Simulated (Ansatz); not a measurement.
# LaYO2F2 (built on the sites of a database entry of LaOF): following an unstable mode, part 2 of 3

Which phase does LaYO2F2 (built on the sites of a database entry of LaOF) fall into along its unstable mode, and how much energy does it gain?

Ansatz 0.2.0; DFT PBE+D3(BJ), scalar-relativistic, plane waves, PAW.

So far, highest frequency on the path or at a solved wavevector (cm⁻¹): step 2 (phonons on a q mesh) 573. Also lowest frequency on the path (cm⁻¹): step 2 -95.8.

The structure was built from a prototype and need not be the compound's stable phase.

### 4. The mode frozen in, largest atomic shift 0.32 Å

The atoms are moved along the unstable eigenvector, the largest shift by 0.32 Å, with the cell fixed.

input.yaml

```yaml
crystal:
  lattice:
    - [-3.9491705737, -3.9491705737, 0.0]
    - [-3.9491705737, 3.9491705737, 0.0]
    - [0.0, 0.0, -5.6693653701]
  atoms:
    - { symbol: "Y", position: [0.75, 0.25, 0.2894085822] }
    - { symbol: "Y", position: [0.25, 0.75, 0.2894085822] }
    - { symbol: La, position: [0.25, 0.25, 0.7150640906] }
    - { symbol: La, position: [0.75, 0.75, 0.7150640906] }
    - { symbol: O, position: [0.4916216189, 0.5083783811, 0.4866946665] }
    - { symbol: O, position: [1.0083783811, 0.9916216189, 0.4866946665] }
    - { symbol: O, position: [-0.0083783811, 0.4916216189, 0.4866946665] }
    - { symbol: O, position: [0.5083783811, 0.0083783811, 0.4866946665] }
    - { symbol: F, position: [-0.0405148365, 0.0405148365, 0.0110689972] }
    - { symbol: F, position: [0.5405148365, 0.4594851635, 0.0110689972] }
    - { symbol: F, position: [0.0405148365, 0.5405148365, 0.0110689972] }
    - { symbol: F, position: [0.4594851635, -0.0405148365, 0.0110689972] }
kpoints:
  mp_grid: { grid: [4, 4, 4] }
hamiltonian:
  xc: pbe
  dispersion: d3bj
scf:
  occupations: { method: gaussian, width: 0.02 }
output:
  forces: true
  stress: true
  eigenvalues: true
```

Launch:

```sh
> ansatz run input.yaml --threads 8 --pin off --max-ram 14336MiB --backend cpu --events-out ev --progress --plain --runs-dir out
```

Numbers of over 12 decimals in the logs are rounded to 6 here.

Log:

```text
[...]
Crystal: 12 atoms, lattice volume = 176.838 Å³
Basis set: ecut = 420 eV, 3431 PW (Γ), exchange–correlation on 80×80×80 points (8 copies of the dense FFT grid, shifted against one another)
Bands: 60, of which v1, the nominal top of the filled ones, is band 48 counted from 1 (47 counted from 0)
Symmetry: 8 space group operations
[...]
k-points: 18 of 64 (time reversal used)
[...]
k-point 0: bands = [... 44 lower, 7.6933, 7.7660, 7.8783, 7.8783, 12.8577, 12.9418, 13.4587, 13.4926, ... 4 higher]
  k-point 1: bands = [... 44 lower, 7.6992, 7.7630, 7.9388, 7.9388, 12.8885, 13.1296, 13.2971, 13.4752, ... 4 higher]
  k-point 2: bands = [... 44 lower, 7.7098, 7.7603, 7.9917, 7.9917, 12.9336, 13.1899, 13.2701, 13.4605, ... 4 higher]
  k-point 17: bands = [... 44 lower, 7.2908, 7.2908, 7.7258, 7.7258, 13.2549, 13.2549, 13.4800, 13.4800, ... 4 higher]
[key lines of the parts left out:]
SCF converged after 8 iterations
Free energy (F): -25728.107002 eV
Fermi energy:    10.521620 eV
P = ⅓ Tr σ = 1.4613 GPa (14.613 kbar)
```

It took 2.4 s on 8 threads of Arm Neoverse V2, shared host; peak memory 0.77 GiB; 17 s of CPU time.

This step gave:

| Property | Result |
| --- | --- |
| pressure | 1.461 GPa |
| gap on the k-mesh | 4.672 eV |
| energy from the undistorted cell | -4.229 meV/atom |

The energy, extrapolated to zero smearing, is -4.23 meV/atom against the undistorted cell.

The run ends at a pressure of 1.46 GPa, with forces up to 0.49 eV/Å.

### 5. Energy along the mode, all amplitudes (two of the runs are shown above)

An imaginary frequency means negative curvature, so the energy should fall and then rise again as anharmonic terms take over.

This step gave:

| Property | Result |
| --- | --- |
| depth at the lowest point sampled | 4.229 meV/atom |
| largest atomic shift at that point | 0.32 Å |

Energy from the parent against largest atomic shift:

| largest atomic shift (Å) | energy from the parent (meV/atom) |
| --- | --- |
| 0.000 | 0 |
| 0.040 | -0.175 |
| 0.080 | -0.68 |
| 0.140 | -1.90 |
| 0.220 | -3.75 |
| 0.320 | -4.23 |
| 0.450 | 4.78 |

Displacement at unit largest shift by atom:

| atom | x (Å) | y (Å) | z (Å) | size |
| --- | --- | --- | --- | --- |
| Y1 | 0.00 | 0.00 | 0.00 | 0.00 |
| Y2 | 0.00 | 0.00 | 0.00 | 0.00 |
| La3 | 0.00 | 0.00 | 0.00 | 0.00 |
| La4 | 0.00 | 0.00 | 0.00 | 0.00 |
| O5 | 0.00 | 0.21 | 0.00 | 0.21 |
| O6 | 0.00 | -0.21 | 0.00 | 0.21 |
| O7 | 0.21 | 0.00 | 0.00 | 0.21 |
| O8 | -0.21 | 0.00 | 0.00 | 0.21 |
| F9 | 0.00 | 1.00 | 0.00 | 1.00 |
| F10 | 0.00 | -1.00 | 0.00 | 1.00 |
| F11 | -1.00 | 0.00 | 0.00 | 1.00 |
| F12 | 1.00 | 0.00 | 0.00 | 1.00 |

The lowest of the steps tried is at 0.32 Å, 4.23 meV/atom below the parent; the bottom of the well need not coincide with a step.

### 6. Relaxing from the distorted cell

Starting from the lowest point found, all atoms and the cell are let go, so that strain and other modes of the same symmetry can join in.

input.yaml, as its differences from that of step 4:

```diff
@@ -24,3 +24,3 @@
 scf:
-  occupations: { method: gaussian, width: 0.02 }
+  occupations: { method: fixed }
 output:
@@ -29 +29,10 @@
   eigenvalues: true
+  write_density: true
+  write_potential: true
+  elf: true
+  volumetric_format: npy
+relax:
+  adjacent_minimum: "off"
+  f_tol: 0.002
+  max_steps: 120
+  cell: { stress_tol: 0.03 }
```

Log:

```text
[...]
Crystal: 12 atoms, lattice volume = 176.838 Å³
Basis set: ecut = 420 eV, 3431 PW (Γ), exchange–correlation on 80×80×80 points (8 copies of the dense FFT grid, shifted against one another)
Bands: 60, of which v1, the nominal top of the filled ones, is band 48 counted from 1 (47 counted from 0)
Symmetry: 8 space group operations
[...]
k-points: 18 of 64 (time reversal used)
[...]
SCF iter   1: F=—  HF=-25728.102414 eV  |F-HF|=—  |Δ(HF+E_count)|=         —  Δρ=1.72e-3  dr2=2.12e-3  ethr=1.77e-3  ⟨swp⟩=4.3  Hψ=3361  notcnv=0  defer=156
[...]
SCF iter   7: F=-25728.107002 eV  HF=-25728.107002 eV  |F-HF|=1.52e-7  |Δ(HF+E_count)|=   2.23e-7  Δρ=7.36e-6  dr2=9.67e-8  ethr=1.04e-10  ⟨swp⟩=18.2  Hψ=9079  notcnv=0
SCF 1 converged in 7 iterations: F = -25728.107002 eV  dr2 = 9.67e-8
[...]
relax step   1: F+E_penalty+E_count = -25728.10700226 eV  Δ(F+E_penalty+E_count) = +0.000e0 eV  max|allowed force component| = 4.937e-1 eV/Å  Δτ_max = 0.0000 Å  P = +1.462 GPa  Ω = 176.838 Å³  (7 SCF iters, dr2 threshold 1.00e-7 eV, accepted)
Crystal: 12 atoms, lattice volume = 180.912 Å³
Basis set: ecut = 420 eV, 3543 PW (Γ), exchange–correlation on 80×80×80 points (8 copies of the dense FFT grid, shifted against one another)
[...]
iter 1 solved again at ethr=1.29e-4 eV; its pass at ethr=3.10e-3 eV (dr2=1.24e-1 eV) is discarded
[...]
SCF iter   7: F=-25728.138285 eV  HF=-25728.138284 eV  |F-HF|=1.08e-6  |Δ(HF+E_count)|=   1.25e-6  Δρ=1.35e-5  dr2=3.60e-7  ethr=1.25e-9  ⟨swp⟩=19.4  Hψ=11664  notcnv=0
the search or the solves at the SCF's close seem to have found levels that the self-consistency loop had missed (the run counts 1). By its estimate they hold under 1e-12 electrons; where the run keeps them, the occupations were computed again with them
SCF 2 converged in 7 iterations: F = -25728.138285 eV  dr2 = 3.60e-7
relax step   2: F+E_penalty+E_count = -25728.13828534 eV  Δ(F+E_penalty+E_count) = -3.128e-2 eV  max|allowed force component| = 6.238e-1 eV/Å  Δτ_max = 0.0948 Å  P = -0.285 GPa  Ω = 180.912 Å³  energy of the carried Pulay correction = -1.304e-2 eV  (7 SCF iters, dr2 threshold 1.20e-6 eV, accepted)
Crystal: 12 atoms, lattice volume = 180.688 Å³
Basis set: ecut = 420 eV, 3519 PW (Γ), exchange–correlation on 80×80×80 points (8 copies of the dense FFT grid, shifted against one another)
[...]
SCF iter   5: F=-25728.183407 eV  HF=-25728.183406 eV  |F-HF|=4.56e-7  |Δ(HF+E_count)|=   5.20e-6  Δρ=2.26e-5  dr2=7.42e-7  ethr=1.25e-9  ⟨swp⟩=17.3  Hψ=10963  notcnv=0
SCF 3 converged in 5 iterations: F = -25728.183407 eV  dr2 = 7.42e-7
relax step   3: F+E_penalty+E_count = -25728.18340669 eV  Δ(F+E_penalty+E_count) = -4.512e-2 eV  max|allowed force component| = 2.122e-1 eV/Å  Δτ_max = 0.0187 Å  P = -0.328 GPa  Ω = 180.688 Å³  energy of the carried Pulay correction = -1.233e-2 eV  (5 SCF iters, dr2 threshold 1.20e-6 eV, accepted)
[... from here on, the SCF cycles and remarks between the steps are left out ...]
relax step   4: F+E_penalty+E_count = -25728.20204242 eV  Δ(F+E_penalty+E_count) = -1.864e-2 eV  max|allowed force component| = 2.634e-1 eV/Å  Δτ_max = 0.0719 Å  P = +1.381 GPa  Ω = 178.855 Å³  energy of the carried Pulay correction = -6.496e-3 eV  (7 SCF iters, dr2 threshold 1.20e-6 eV, accepted)
relax step   5: F+E_penalty+E_count = -25728.20983799 eV  Δ(F+E_penalty+E_count) = -7.796e-3 eV  max|allowed force component| = 1.150e-1 eV/Å  Δτ_max = 0.0278 Å  P = -0.109 GPa  Ω = 181.184 Å³  energy of the carried Pulay correction = -1.390e-2 eV  (7 SCF iters, dr2 threshold 1.20e-6 eV, accepted)
relax step   6: F+E_penalty+E_count = -25728.21179750 eV  Δ(F+E_penalty+E_count) = -1.960e-3 eV  max|allowed force component| = 7.308e-2 eV/Å  Δτ_max = 0.0068 Å  P = +0.013 GPa  Ω = 180.918 Å³  energy of the carried Pulay correction = -1.306e-2 eV  (6 SCF iters, dr2 threshold 8.26e-7 eV, accepted)
relax step   7: F+E_penalty+E_count = -25728.21204405 eV  Δ(F+E_penalty+E_count) = -2.465e-4 eV  max|allowed force component| = 1.204e-2 eV/Å  Δτ_max = 0.0053 Å  P = -0.002 GPa  Ω = 181.022 Å³  energy of the carried Pulay correction = -1.339e-2 eV  (5 SCF iters, dr2 threshold 3.34e-7 eV, accepted)
relax step   8: F+E_penalty+E_count = -25728.21216853 eV  Δ(F+E_penalty+E_count) = -1.245e-4 eV  max|allowed force component| = 1.275e-3 eV/Å  Δτ_max = 0.0013 Å  P = +0.007 GPa  Ω = 180.997 Å³  energy of the carried Pulay correction = -1.331e-2 eV  (5 SCF iters, dr2 threshold 9.06e-9 eV, accepted)
relax step   9: F+E_penalty+E_count = -25728.22915058 eV  Δ(F+E_penalty+E_count) = -1.698e-2 eV  max|allowed force component| = 1.393e-3 eV/Å  Δτ_max = 0.0000 Å  P = +0.178 GPa  Ω = 180.997 Å³  stress off target by 2.20e-1 GPa  SCF on the basis re-selected at this cell (its energy is not comparable with the rows above)  (7 SCF iters)
relax step  10: F+E_penalty+E_count = -25728.22829669 eV  Δ(F+E_penalty+E_count) = +8.539e-4 eV  max|allowed force component| = 3.930e-3 eV/Å  Δτ_max = 0.0024 Å  P = -0.033 GPa  Ω = 181.328 Å³  energy of the carried Pulay correction = -1.036e-3 eV  (6 SCF iters, dr2 threshold 1.20e-7 eV, accepted)
relax step  11: F+E_penalty+E_count = -25728.22844578 eV  Δ(F+E_penalty+E_count) = -1.491e-4 eV  max|allowed force component| = 2.306e-3 eV/Å  Δτ_max = 0.0005 Å  P = -0.005 GPa  Ω = 181.288 Å³  energy of the carried Pulay correction = -9.071e-4 eV  (5 SCF iters, dr2 threshold 7.14e-9 eV, accepted)
relax step  12: F+E_penalty+E_count = -25728.22845683 eV  Δ(F+E_penalty+E_count) = -1.104e-5 eV  max|allowed force component| = 3.589e-4 eV/Å  Δτ_max = 0.0002 Å  P = +0.001 GPa  Ω = 181.284 Å³  energy of the carried Pulay correction = -8.967e-4 eV  (5 SCF iters, dr2 threshold 3.32e-10 eV, accepted)
[...]
SCF iter   1: F=—  HF=-25728.229142 eV  |F-HF|=—  |Δ(HF+E_count)|=         —  Δρ=1.45e-5  dr2=5.61e-8  ethr=2.24e-7  ⟨swp⟩=3.4  Hψ=6210  notcnv=0  defer=178
eigensolver tolerance schedule: the retry pair's looser diagonalisation over-reported the residual by 3843.03 of it (diagonalisation noise at 0.39 of the residual, at the tolerance the schedule requests for it); recorded, not acted on — ethr = c·dr2/N_el stays at c = 1.0e-1
[...]
SCF iter   2: F=—  HF=-25728.229291 eV  |F-HF|=—  |Δ(HF+E_count)|=   1.49e-4  Δρ=6.26e-6  dr2=1.46e-8  ethr=5.84e-11  ⟨swp⟩=3.0  Hψ=2357  notcnv=0  defer=169
[...]
SCF iter   4: F=-25728.229291 eV  HF=-25728.229291 eV  |F-HF|=1.82e-11  |Δ(HF+E_count)|=   5.73e-9  Δρ=1.99e-7  dr2=2.32e-11  ethr=1.00e-12  ⟨swp⟩=14.5  Hψ=7968  notcnv=0
SCF 13 converged in 4 iterations: F = -25728.229291 eV  dr2 = 2.32e-11
relax step  13: F+E_penalty+E_count = -25728.22929057 eV  Δ(F+E_penalty+E_count) = -8.337e-4 eV  max|allowed force component| = 3.609e-4 eV/Å  Δτ_max = 0.0000 Å  P = +0.006 GPa  Ω = 181.284 Å³  stress off target by 8.32e-3 GPa  SCF on the basis re-selected at this cell (its energy is not comparable with the rows above)  (4 SCF iters)
[...]
SCF converged after 4 iterations
Free energy (F): -25728.229291 eV
[...]
Internal energy: -25728.229291 eV  (E = F + TS)
E sigma→0 (E₀):  -25728.229291 eV
Fermi energy:    7.720751 eV
[...]
--- Forces (eV/Å), atoms counted from 1 ---
  atom   1  Y      0.00000000    -0.00000000     0.00036086
  atom   2  Y      0.00000000    -0.00000000     0.00036086
  atom   3  La    -0.00000000    -0.00000000    -0.00015419
  atom   4  La     0.00000000     0.00000000    -0.00015419
  atom   5  O     -0.00000000    -0.00017717    -0.00014668
  atom   6  O     -0.00000000     0.00017717    -0.00014668
  atom   7  O     -0.00017717    -0.00000000    -0.00014668
  atom   8  O      0.00017717     0.00000000    -0.00014668
  atom   9  F     -0.00000000    -0.00014892     0.00004334
  atom  10  F     -0.00000000     0.00014892     0.00004334
  atom  11  F      0.00014892     0.00000000     0.00004334
  atom  12  F     -0.00014892    -0.00000000     0.00004334
  max |Σ_I F_I| component: 4.72e-8 eV/Å
--- Stress (GPa, compression-positive) ---
        0.008321      -0.000000       0.000000
       -0.000000       0.008321       0.000000
        0.000000       0.000000       0.001135
  P = ⅓ Tr σ = 0.0059 GPa (0.059 kbar)
--- Band table (eV; the first three rows and the last of 18) ---
  k-point 0: bands = [... 44 lower, 7.2837, 7.3270, 7.4510, 7.4510, 12.7662, 12.7708, 12.9773, 12.9996, ... 8 higher]
  k-point 1: bands = [... 44 lower, 7.2790, 7.3254, 7.4899, 7.4899, 12.6486, 12.8115, 12.9310, 12.9783, ... 8 higher]
  k-point 2: bands = [... 44 lower, 7.2776, 7.3236, 7.5230, 7.5230, 12.5422, 12.6981, 12.9794, 13.0079, ... 8 higher]
  k-point 17: bands = [... 44 lower, 6.7770, 6.7770, 7.2510, 7.2510, 12.7936, 12.7936, 12.9827, 12.9827, ... 8 higher]
--- Relaxed structure (11 steps of the walk, 11 accepted, 2 SCFs on fresh bases) ---
  F+E_penalty+E_count = -25728.22929057 eV   max|allowed force component| = 3.609e-4 eV/Å   (the final SCF, on the basis selected at the relaxed cell)
  cell:  # Å, volume = 181.2843 Å³
    - [-4.002226, -4.002226, -2.9923093876609515e-18]
    - [-4.002226, 4.002226, -2.992309387660939e-18]
    - [-4.295710935356228e-18, 0, -5.658833]
  atoms:
    - { symbol: Y, position: [0.75, 0.25, 0.305812] }
    - { symbol: Y, position: [0.25, 0.75, 0.305812] }
    - { symbol: La, position: [0.25, 0.25, 0.720710] }
    - { symbol: La, position: [0.75, 0.75, 0.720710] }
    - { symbol: O, position: [0.493333, 0.506667, 0.490417] }
    - { symbol: O, position: [1.006667, 0.993333, 0.490417] }
    - { symbol: O, position: [-0.00666686, 0.493333, 0.490417] }
    - { symbol: O, position: [0.506667, 0.00666686, 0.490417] }
    - { symbol: F, position: [-0.064702, 0.064702, -0.00367831] }
    - { symbol: F, position: [0.564702, 0.435298, -0.00367831] }
    - { symbol: F, position: [0.064702, 0.564702, -0.00367831] }
    - { symbol: F, position: [0.435298, -0.064702, -0.00367831] }
```

The job ended after 34 s (8 threads; peak memory 0.84 GiB; 4.2 min of CPU time).

[end of part 2 of 3]

[Logs are printed without paths, hosts, clocks, repeated set-up lines and the standing remarks that a program may print on its own settings, such as how far it seeks lower states.]

[Hosts, paths, dates, database ids (printed as entryN), source tags and the programs' standing remarks are cut or masked in the printed files.]
